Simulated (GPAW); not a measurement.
Consider Sc vacancy in ScB2.

```xyz
23
Lattice="3.1500 -5.4560 0.0000 -3.1500 -5.4560 0.0000 0.0000 0.0000 -7.0400" Properties=species:S:1:pos:R:3 pbc="T T T"
Sc   -1.5750   -8.1839   -7.0400
Sc   -3.1500   -5.4560   -3.5200
Sc    1.5750   -8.1839    0.0000
Sc   -1.5750   -8.1839   -3.5200
Sc    0.0000   -5.4560    0.0000
Sc   -1.5750   -2.7280   -3.5200
Sc    0.0000   -5.4560   -3.5200
B    -1.5810   -4.5501   -5.2406
B     0.0000   -7.2746   -5.2962
B    -1.5810   -4.5501   -1.7994
B     0.0000   -1.8117   -5.2406
B     0.0000   -7.2746   -1.7438
B     1.5810   -4.5501   -5.2406
B     0.0000   -1.8117   -1.7994
B     1.5810   -4.5501   -1.7994
B     0.0000   -9.1002   -5.2406
B    -1.5810   -6.3618   -5.2406
B     0.0000   -9.1002   -1.7994
B     1.5810   -6.3618   -5.2406
B    -1.5810   -6.3618   -1.7994
B     0.0000   -3.6373   -5.2962
B     1.5810   -6.3618   -1.7994
B     0.0000   -3.6373   -1.7438
```

Absorber: atom 9, with 3 B at 1.83 Å (trigonal planar). Method: GPAW, LDA, excited-electron core hole (neutral cell), 23-atom cell with 6.3 Å between holes, 4×4×3 k points, dipole transitions, Gaussian full width 0.9 eV up to 4 eV, rising linearly to 3.5 eV at 25 eV.

Q: What does the B K edge look like?

Main maxima up to 24 eV above the zero (height): 5.6 eV (1.59), 9.0 eV (1.85), 12.0 eV (1.33) and 16.0 eV (1.01). A K edge sees empty p states on the absorber. The total-energy difference is 184.01 eV. The functional leaves an error in such absolute values: in the free atom LDA prices this hole 2.2 eV below PBE (computed apart), and PBE is itself good to a few eV.

The B K spectrum (energy from the lowest empty level; intensity scaled to a mean of 1 over the first 20 eV):

```
E (eV)  isotropic  ε ∥ x  ε ∥ z
  -2.0       0.00   0.00   0.00
  -1.0       0.00   0.00   0.00
   0.0       0.18   0.16   0.22
   1.0       0.28   0.24   0.37
   2.0       0.34   0.25   0.52
   3.0       0.93   0.80   1.19
   4.0       1.13   1.18   1.01
   5.0       1.42   0.85   2.54
   6.0       1.49   0.73   3.01
   7.0       1.35   1.22   1.61
   8.0       1.54   1.90   0.84
   9.0       1.85   2.49   0.56
  10.0       1.39   1.82   0.53
  11.0       1.15   1.43   0.60
  12.0       1.33   1.55   0.89
  13.0       1.10   1.19   0.92
  14.0       0.89   0.92   0.85
  15.0       0.92   1.04   0.67
  16.0       1.01   1.26   0.52
  17.0       0.83   1.03   0.41
  18.0       0.47   0.56   0.31
  19.0       0.28   0.26   0.31
  20.0       0.26   0.15   0.48
  21.0       0.32   0.14   0.67
  22.0       0.36   0.17   0.74
  23.0       0.41   0.26   0.71
  24.0       0.49   0.38   0.70
  25.0       0.59   0.52   0.74
  26.0       0.70   0.65   0.79
  27.0       0.76   0.72   0.83
```

The hole lies in one spin channel, while the script sums the empty states of both and takes the lower zero; where the two channels are split, this blurs and shifts the curve. The starting moments shrank to 0.00 μB or less, so this is hardly a magnetic state. In so small a cell the defects form an ordered array, and no site is far from one. The holes are only 6.3 Å apart, so the shape is probably not converged with cell size; no larger cell was run here. The mesh is coarse (0.30 Å⁻¹ between points), so small maxima may be mesh ripples.

[Banner, clock and machine lines of the logs are left out without a mark of their own.]

[Logs are printed without paths, hosts, clocks, repeated set-up lines and the standing remarks that a program may print on its own settings, such as how far it seeks lower states.]

[Hosts, paths, dates, database ids (printed as entryN), source tags and the programs' standing remarks are cut or masked in the printed files.]

[Lists of maxima count a maximum above −3 eV only where it reaches 4 % of the highest in the window and stands out from its surroundings by 2 % of it (1.5 % where it reaches 55 %); shoulders and weaker maxima are passed over, and of the rest the first, up to two pre-edge ones and the few strongest are named.]
